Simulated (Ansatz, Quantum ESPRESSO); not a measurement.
# Ballistic transmission: vacuum gap of 7.0 Å between two Li(110) faces, part 2 of 3

How well does the junction conduct in the ballistic limit? It is: vacuum gap of 7.0 Å between two Li(110) faces.

Quantum ESPRESSO 7.5; plane-wave DFT, PBE, GBRV ultrasoft pseudopotentials; cross-check by Ansatz 0.2.0 with PAW datasets.

So far. Step 2 (Self-consistent run): The run needed 29 iterations to bring the estimated error under 1e-07 Ry; the largest force on any atom, held or free, is 0.10 eV/Å.

## Step 3: The open system

Level of this step: transmission by pwcond, lead and junction from one cell; plane-wave DFT, PBE, GBRV ultrasoft pseudopotentials (Quantum ESPRESSO).

prefixt takes both regions from one run: the lead from 0 to bdl, the scattering region from bdl to bds (units of alat). ikind = 1 puts the same lead on both sides. The program's T_tot counts both spins in a run without spin; the tables below give T per spin.

Input file cond.in:

```
&inputcond
  outdir = './out'
  prefixt = 'scf'
  tran_file = 'cond.dat'
  bdl = 1.4142135610
  bds = 9.8130583140
  ikind = 1
  ewind = 4.0
  epsproj = 1e-05
  nz1 = 7
  energy0 = 0.4
  denergy = -0.4
/
43
  0.00000000 0.00000000 0.00694444
  0.00000000 0.08333333 0.01388889
  0.00000000 0.16666667 0.01388889
  0.00000000 0.25000000 0.01388889
  0.00000000 0.33333333 0.01388889
  0.00000000 0.41666667 0.01388889
  0.00000000 0.50000000 0.00694444
  0.08333333 0.00000000 0.02777778
  0.08333333 0.16666667 0.02777778
  0.08333333 0.25000000 0.02777778
  0.08333333 0.33333333 0.02777778
  0.08333333 0.41666667 0.02777778
  0.08333333 0.50000000 0.02777778
  0.16666667 0.00000000 0.02777778
  0.16666667 0.08333333 0.01388889
  0.16666667 0.25000000 0.02777778
  0.16666667 0.33333333 0.02777778
  0.16666667 0.41666667 0.02777778
  0.16666667 0.50000000 0.02777778
  0.16666667 0.58333333 0.01388889
  0.25000000 0.00000000 0.02777778
  0.25000000 0.08333333 0.02777778
  0.25000000 0.33333333 0.02777778
  0.25000000 0.41666667 0.02777778
  0.25000000 0.50000000 0.02777778
  0.25000000 0.58333333 0.02777778
  0.33333333 0.00000000 0.02777778
  0.33333333 0.08333333 0.02777778
  0.33333333 0.16666667 0.01388889
  0.33333333 0.41666667 0.02777778
  0.33333333 0.50000000 0.02777778
  0.33333333 0.58333333 0.02777778
  0.33333333 0.66666667 0.01388889
  0.41666667 0.00000000 0.02777778
  0.41666667 0.08333333 0.02777778
  0.41666667 0.16666667 0.02777778
  0.41666667 0.50000000 0.02777778
  0.41666667 0.58333333 0.02777778
  0.41666667 0.66666667 0.02777778
  0.50000000 0.00000000 0.01388889
  0.50000000 0.08333333 0.02777778
  0.50000000 0.16666667 0.02777778
  0.50000000 0.25000000 0.01388889
3
```

Launch:

```sh
$ OMP_NUM_THREADS=1 mpirun -n 2 pwcond.x -in cond.in > cond.out
```

What it wrote:

```text
[banner, memory and clock lines left out]
Program PWCOND v.7.5 starts

          URL

     ./out/scf.save/

     IMPORTANT: XC functional enforced from input :
     Exchange-correlation= PBE
                           (   1   4   3   4   0   0   0)
     Any further DFT definition will be discarded
     Please, verify this is what you really want

     Reading collected, re-writing distributed wavefunctions

===== INPUT FILE containing all the regions =====

     GEOMETRY:

     lattice parameter (alat)  =       6.5007  a.u.
     the volume                =    1906.1686 (a.u.)^3
     the cross section         =      29.8813 (a.u.)^2
     l of the unit cell        =       9.8131 (alat)
     number of atoms/cell      =           12
     number of atomic types    =            1

     crystal axes: (cart. coord. in units of alat)
               a(1) = (  1.0000  0.0000  0.0000 )
               a(2) = (  0.5000  0.7071  0.0000 )
               a(3) = (  0.0000  0.0000  9.8131 )

   Cartesian axes

     site n.     atom                  positions (alat units)
          1        Li     tau(  1)=(  0.0000  0.0000  9.8131  )
          2        Li     tau(  2)=(  0.5000  0.0000  0.7071  )
          3        Li     tau(  3)=(  0.0000  0.0000  1.4142  )
          4        Li     tau(  4)=(  0.5000  0.0000  2.1213  )
          5        Li     tau(  5)=(  0.0000  0.0000  2.8284  )
          6        Li     tau(  6)=(  0.5000  0.0000  3.5355  )
          7        Li     tau(  7)=(  0.0000  0.0000  5.5704  )
          8        Li     tau(  8)=(  0.5000  0.0000  6.2775  )
          9        Li     tau(  9)=(  0.0000  0.0000  6.9846  )
         10        Li     tau( 10)=(  0.5000  0.0000  7.6917  )
         11        Li     tau( 11)=(  0.0000  0.0000  8.3988  )
         12        Li     tau( 12)=(  0.5000  0.0000  9.1060  )

     nr1s                      =           27
     nr2s                      =           24
     nr3s                      =          270
     nr1sx                     =           27
     nr2sx                     =           24
     nr3sx                     =          270
     nr1                       =           30
     nr2                       =           25
     nr3                       =          288
     nr1x                      =           30
     nr2x                      =           25
     nr3x                      =          288

 _______________________________
  Radii of nonlocal spheres:

     type       ibeta     ang. mom.          radius (alat units)
       Li         1         0                    0.3102
       Li         2         0                    0.3102
       Li         3         0                    0.3102
       Li         4         1                    0.3102
       Li         5         1                    0.3102
----- General information -----

--- T calc. with identical leads (ikind=1) ---

     nrx                       =           27
     nry                       =           24
     nz1                       =            7

     energy0               =         4.0E-01
     denergy               =        -4.0E-01
     nenergy               =          3
     ecut2d                =         4.0E+01
     ewind                 =         4.0E+00
     epsproj               =         1.0E-05

     number of k_|| points=   43
                       cryst. coord.
        k(    1) = (   0.0000000   0.0000000), wk =   0.0069444
        k(    2) = (   0.0000000   0.0833333), wk =   0.0138889
        k(    3) = (   0.0000000   0.1666667), wk =   0.0138889
        k(    4) = (   0.0000000   0.2500000), wk =   0.0138889
        k(    5) = (   0.0000000   0.3333333), wk =   0.0138889
        k(    6) = (   0.0000000   0.4166667), wk =   0.0138889
        k(    7) = (   0.0000000   0.5000000), wk =   0.0069444
        k(    8) = (   0.0833333   0.0000000), wk =   0.0277778
        k(    9) = (   0.0833333   0.1666667), wk =   0.0277778
        k(   10) = (   0.0833333   0.2500000), wk =   0.0277778
        k(   11) = (   0.0833333   0.3333333), wk =   0.0277778
        k(   12) = (   0.0833333   0.4166667), wk =   0.0277778
        k(   13) = (   0.0833333   0.5000000), wk =   0.0277778
        k(   14) = (   0.1666667   0.0000000), wk =   0.0277778
        k(   15) = (   0.1666667   0.0833333), wk =   0.0138889
        k(   16) = (   0.1666667   0.2500000), wk =   0.0277778
        k(   17) = (   0.1666667   0.3333333), wk =   0.0277778
        k(   18) = (   0.1666667   0.4166667), wk =   0.0277778
        k(   19) = (   0.1666667   0.5000000), wk =   0.0277778
        k(   20) = (   0.1666667   0.5833333), wk =   0.0138889
        k(   21) = (   0.2500000   0.0000000), wk =   0.0277778
        k(   22) = (   0.2500000   0.0833333), wk =   0.0277778
        k(   23) = (   0.2500000   0.3333333), wk =   0.0277778
        k(   24) = (   0.2500000   0.4166667), wk =   0.0277778
        k(   25) = (   0.2500000   0.5000000), wk =   0.0277778
        k(   26) = (   0.2500000   0.5833333), wk =   0.0277778
        k(   27) = (   0.3333333   0.0000000), wk =   0.0277778
        k(   28) = (   0.3333333   0.0833333), wk =   0.0277778
        k(   29) = (   0.3333333   0.1666667), wk =   0.0138889
        k(   30) = (   0.3333333   0.4166667), wk =   0.0277778
        k(   31) = (   0.3333333   0.5000000), wk =   0.0277778
        k(   32) = (   0.3333333   0.5833333), wk =   0.0277778
        k(   33) = (   0.3333333   0.6666667), wk =   0.0138889
        k(   34) = (   0.4166667   0.0000000), wk =   0.0277778
        k(   35) = (   0.4166667   0.0833333), wk =   0.0277778
        k(   36) = (   0.4166667   0.1666667), wk =   0.0277778
        k(   37) = (   0.4166667   0.5000000), wk =   0.0277778
        k(   38) = (   0.4166667   0.5833333), wk =   0.0277778
        k(   39) = (   0.4166667   0.6666667), wk =   0.0277778
        k(   40) = (   0.5000000   0.0000000), wk =   0.0138889
        k(   41) = (   0.5000000   0.0833333), wk =   0.0277778
        k(   42) = (   0.5000000   0.1666667), wk =   0.0277778
        k(   43) = (   0.5000000   0.2500000), wk =   0.0138889
----- Information about left/right lead -----

     nocros                   =            9
     noins                    =            9
     norb                     =           27
     norbf                    =           99
     nrz                      =           39

      iorb      type   ibeta   ang. mom.   m       position (alat)
        1        1       1        0        1   taunew(   1)=(  0.0000  0.0000  0.0000)
        2        1       2        0        1   taunew(   2)=(  0.0000  0.0000  0.0000)
        3        1       3        0        1   taunew(   3)=(  0.0000  0.0000  0.0000)
[...]
47        1       2        0        1   taunew(  47)=(  0.5000  0.0000  4.8633)
       48        1       3        0        1   taunew(  48)=(  0.5000  0.0000  4.8633)
       49        1       4        1        1   taunew(  49)=(  0.5000  0.0000  4.8633)
       50        1       4        1        2   taunew(  50)=(  0.5000  0.0000  4.8633)
       51        1       4        1        3   taunew(  51)=(  0.5000  0.0000  4.8633)
       52        1       5        1        1   taunew(  52)=(  0.5000  0.0000  4.8633)
       53        1       5        1        2   taunew(  53)=(  0.5000  0.0000  4.8633)
       54        1       5        1        3   taunew(  54)=(  0.5000  0.0000  4.8633)
       55        1       1        0        1   taunew(  55)=(  0.0000  0.0000  5.5704)
       56        1       2        0        1   taunew(  56)=(  0.0000  0.0000  5.5704)
       57        1       3        0        1   taunew(  57)=(  0.0000  0.0000  5.5704)
       58        1       4        1        1   taunew(  58)=(  0.0000  0.0000  5.5704)
       59        1       4        1        2   taunew(  59)=(  0.0000  0.0000  5.5704)
       60        1       4        1        3   taunew(  60)=(  0.0000  0.0000  5.5704)
       61        1       5        1        1   taunew(  61)=(  0.0000  0.0000  5.5704)
       62        1       5        1        2   taunew(  62)=(  0.0000  0.0000  5.5704)
       63        1       5        1        3   taunew(  63)=(  0.0000  0.0000  5.5704)
       64        1       1        0        1   taunew(  64)=(  0.5000  0.0000  6.2775)
       65        1       2        0        1   taunew(  65)=(  0.5000  0.0000  6.2775)
       66        1       3        0        1   taunew(  66)=(  0.5000  0.0000  6.2775)
       67        1       4        1        1   taunew(  67)=(  0.5000  0.0000  6.2775)
       68        1       4        1        2   taunew(  68)=(  0.5000  0.0000  6.2775)
       69        1       4        1        3   taunew(  69)=(  0.5000  0.0000  6.2775)
       70        1       5        1        1   taunew(  70)=(  0.5000  0.0000  6.2775)
       71        1       5        1        2   taunew(  71)=(  0.5000  0.0000  6.2775)
       72        1       5        1        3   taunew(  72)=(  0.5000  0.0000  6.2775)
       73        1       1        0        1   taunew(  73)=(  0.0000  0.0000  6.9846)
       74        1       2        0        1   taunew(  74)=(  0.0000  0.0000  6.9846)
       75        1       3        0        1   taunew(  75)=(  0.0000  0.0000  6.9846)
       76        1       4        1        1   taunew(  76)=(  0.0000  0.0000  6.9846)
       77        1       4        1        2   taunew(  77)=(  0.0000  0.0000  6.9846)
       78        1       4        1        3   taunew(  78)=(  0.0000  0.0000  6.9846)
       79        1       5        1        1   taunew(  79)=(  0.0000  0.0000  6.9846)
       80        1       5        1        2   taunew(  80)=(  0.0000  0.0000  6.9846)
       81        1       5        1        3   taunew(  81)=(  0.0000  0.0000  6.9846)
       82        1       1        0        1   taunew(  82)=(  0.5000  0.0000  7.6917)
       83        1       2        0        1   taunew(  83)=(  0.5000  0.0000  7.6917)
       84        1       3        0        1   taunew(  84)=(  0.5000  0.0000  7.6917)
       85        1       4        1        1   taunew(  85)=(  0.5000  0.0000  7.6917)
       86        1       4        1        2   taunew(  86)=(  0.5000  0.0000  7.6917)
       87        1       4        1        3   taunew(  87)=(  0.5000  0.0000  7.6917)
       88        1       5        1        1   taunew(  88)=(  0.5000  0.0000  7.6917)
       89        1       5        1        2   taunew(  89)=(  0.5000  0.0000  7.6917)
       90        1       5        1        3   taunew(  90)=(  0.5000  0.0000  7.6917)
       91        1       1        0        1   taunew(  91)=(  0.0000  0.0000  8.3988)
       92        1       2        0        1   taunew(  92)=(  0.0000  0.0000  8.3988)
       93        1       3        0        1   taunew(  93)=(  0.0000  0.0000  8.3988)
       94        1       4        1        1   taunew(  94)=(  0.0000  0.0000  8.3988)
       95        1       4        1        2   taunew(  95)=(  0.0000  0.0000  8.3988)
       96        1       4        1        3   taunew(  96)=(  0.0000  0.0000  8.3988)
       97        1       5        1        1   taunew(  97)=(  0.0000  0.0000  8.3988)
       98        1       5        1        2   taunew(  98)=(  0.0000  0.0000  8.3988)
       99        1       5        1        3   taunew(  99)=(  0.0000  0.0000  8.3988)
 ngper, shell number =           95          24
 ngper, n2d =           95          46
---  E-Ef =    0.4000000  k =    0.0000000   0.0000000
---  ie =          1  ik =          1
 Nchannels of the left tip =            0
 Right moving states:
   k1(2pi/a)   k2(2pi/a)   E-Ef (eV)
 Left moving states:
   k1(2pi/a)   k2(2pi/a)   E-Ef (eV)

 to transmit
          E-Ef(ev), T =    0.4000000   0.0000000
---  E-Ef =    0.0000000  k =    0.0000000   0.0000000
---  ie =          2  ik =          1
 Nchannels of the left tip =            1
 Right moving states:
   k1(2pi/a)   k2(2pi/a)   E-Ef (eV)
  -0.0826780   0.0000098   0.0000000
 Left moving states:
   k1(2pi/a)   k2(2pi/a)   E-Ef (eV)
   0.0826780   0.0000098   0.0000000

 to transmit
 Band j to band i transmissions and reflections:
    j         i     |T_ij|^2    |R_ij|^2

    1 -->     1     0.73348     0.26652
   Total T_j, R_j =    0.73348  0.26652

E-Ef(ev), T(x2 spins) =    0.0000000   1.4669565
---  E-Ef =   -0.4000000  k =    0.0000000   0.0000000
---  ie =          3  ik =          1
 Nchannels of the left tip =            1
 Right moving states:
   k1(2pi/a)   k2(2pi/a)   E-Ef (eV)
  -0.1559455   0.0000103  -0.4000000
 Left moving states:
   k1(2pi/a)   k2(2pi/a)   E-Ef (eV)
   0.1559455   0.0000103  -0.4000000

 to transmit
 Band j to band i transmissions and reflections:
    j         i     |T_ij|^2    |R_ij|^2

    1 -->     1     0.19797     0.80203
   Total T_j, R_j =    0.19797  0.80203

E-Ef(ev), T(x2 spins) =   -0.4000000   0.3959313
 ngper, shell number =           93          51
 ngper, n2d =           93          49
[... further energies and points left out ...]
---  E-Ef =    0.4000000  k =    0.5000000   0.2500000
---  ie =          1  ik =         43
 Nchannels of the left tip =            1
 Right moving states:
   k1(2pi/a)   k2(2pi/a)   E-Ef (eV)
  -0.4037838   0.0000069   0.4000000
 Left moving states:
   k1(2pi/a)   k2(2pi/a)   E-Ef (eV)
   0.4037838   0.0000069   0.4000000

 to transmit
 Band j to band i transmissions and reflections:
    j         i     |T_ij|^2    |R_ij|^2

    1 -->     1     0.00167     0.99833
   Total T_j, R_j =    0.00167  0.99833

E-Ef(ev), T(x2 spins) =    0.4000000   0.0033380
---  E-Ef =    0.0000000  k =    0.5000000   0.2500000
---  ie =          2  ik =         43
 Nchannels of the left tip =            1
 Right moving states:
   k1(2pi/a)   k2(2pi/a)   E-Ef (eV)
  -0.4827222   0.0000082   0.0000000
 Left moving states:
   k1(2pi/a)   k2(2pi/a)   E-Ef (eV)
   0.4827222   0.0000082   0.0000000

 to transmit
 Band j to band i transmissions and reflections:
    j         i     |T_ij|^2    |R_ij|^2

    1 -->     1     0.00096     0.99904
   Total T_j, R_j =    0.00096  0.99904

E-Ef(ev), T(x2 spins) =    0.0000000   0.0019119
---  E-Ef =   -0.4000000  k =    0.5000000   0.2500000
---  ie =          3  ik =         43
 Nchannels of the left tip =            1
 Right moving states:
   k1(2pi/a)   k2(2pi/a)   E-Ef (eV)
   0.4232554   0.0000097  -0.4000000
 Left moving states:
   k1(2pi/a)   k2(2pi/a)   E-Ef (eV)
  -0.4232554   0.0000097  -0.4000000

 to transmit
 Band j to band i transmissions and reflections:
    j         i     |T_ij|^2    |R_ij|^2

    1 -->     1     0.00049     0.99951
   Total T_j, R_j =    0.00049  0.99951

E-Ef(ev), T(x2 spins) =   -0.4000000   0.0009766
   T_tot     0.40000      0.10902E+00
   T_tot     0.00000      0.80209E-01
   T_tot    -0.40000      0.26548E-01

Note: The following floating-point exceptions are signalling: IEEE_UNDERFLOW_FLAG
Note: The following floating-point exceptions are signalling: IEEE_UNDERFLOW_FLAG
```

Run time: 98 s. Hardware: 2 MPI ranks of Arm Neoverse V2, shared host; peak memory 0.12 GiB.

This step gave:

| Property | Result |
| --- | --- |
| lead channels at the Fermi level, one spin | 0.8958 |
| transmission at the Fermi level, one spin | 0.04010 |
| conductance | 0.04010 G₀ |

Per spin; mean over the k mesh across the current. Open channels, zone mean against energy, zero at the Fermi level:

```tsv
energy (eV)	open channels, zone mean
-0.400	0.729
0.000	0.896
0.400	0.854
```

Per spin; mean over the k mesh across the current. Table of transmission, zone mean by energy, zero at the Fermi level:

```tsv
energy (eV)	transmission, zone mean
-0.400	0.0133
0.000	0.0401
0.400	0.0545
```

At 0.000 eV; k in fractions of b1, b2. Transmission by k point, the first 40 of 43 rows:

```tsv
k1	k2	weight	t	channels
0	0	0.006944	0.7335	1
0	0.08333	0.01389	0.3864	1
0	0.1667	0.01389	0.079	1
0	0.25	0.01389	0.01075	1
0	0.3333	0.01389	0.001364	1
0	0.4167	0.01389	1.25e-4	1
0	0.5	0.006944	0	0
0.08333	0	0.02778	0.4505	1
0.08333	0.1667	0.02778	0.1453	1
0.08333	0.25	0.02778	0.02413	1
0.08333	0.3333	0.02778	0.003381	1
0.08333	0.4167	0.02778	4.08e-4	1
0.08333	0.5	0.02778	0	0
0.1667	0	0.02778	0.1276	1
0.1667	0.08333	0.01389	0.215	1
0.1667	0.25	0.02778	0.03281	1
0.1667	0.3333	0.02778	0.005901	1
0.1667	0.4167	0.02778	8.82e-4	1
0.1667	0.5	0.02778	6.68e-5	1
0.1667	0.5833	0.01389	0	0
0.25	0	0.02778	0.02458	1
0.25	0.08333	0.02778	0.05618	1
0.25	0.3333	0.02778	0.006559	1
0.25	0.4167	0.02778	0.001272	1
0.25	0.5	0.02778	1.42e-4	1
0.25	0.5833	0.02778	0	0
0.3333	0	0.02778	0.00474	1
0.3333	0.08333	0.02778	0.01125	1
0.3333	0.1667	0.01389	0.01564	1
0.3333	0.4167	0.02778	0.001324	1
0.3333	0.5	0.02778	2.07e-4	1
0.3333	0.5833	0.02778	0	0
0.3333	0.6667	0.01389	0	0
0.4167	0	0.02778	9.87e-4	1
0.4167	0.08333	0.02778	0.002273	1
0.4167	0.1667	0.02778	0.003702	1
0.4167	0.5	0.02778	1.68e-4	1
0.4167	0.5833	0.02778	2.26e-5	1
0.4167	0.6667	0.02778	1.32e-4	1
0.5	0	0.01389	7.91e-5	2
```

The program's own clock; routines nest. Time by routine:

```tsv
routine	wall time (s)	calls
PWCOND	97.18	1
scatter_forw	81.47	258
local	12.01	43
compbs	2.75	129
compbs_2	2.34	129
init	0.3	1
poten	0.05	1
```

At no point does T exceed the number of channels.

(Continued in part 3 of 3.)

[Logs are printed without paths, hosts, clocks, repeated set-up lines and the standing remarks that a program may print on its own settings, such as how far it seeks lower states.]

[Hosts, paths, dates, database ids (printed as entryN), source tags and the programs' standing remarks are cut or masked in the printed files.]

[Maps of the electrostatic potential energy from Ansatz leave out the sawtooth potential of an applied field or a dipole correction, so their vacuum need not be flat; planar profiles and work functions include it.]
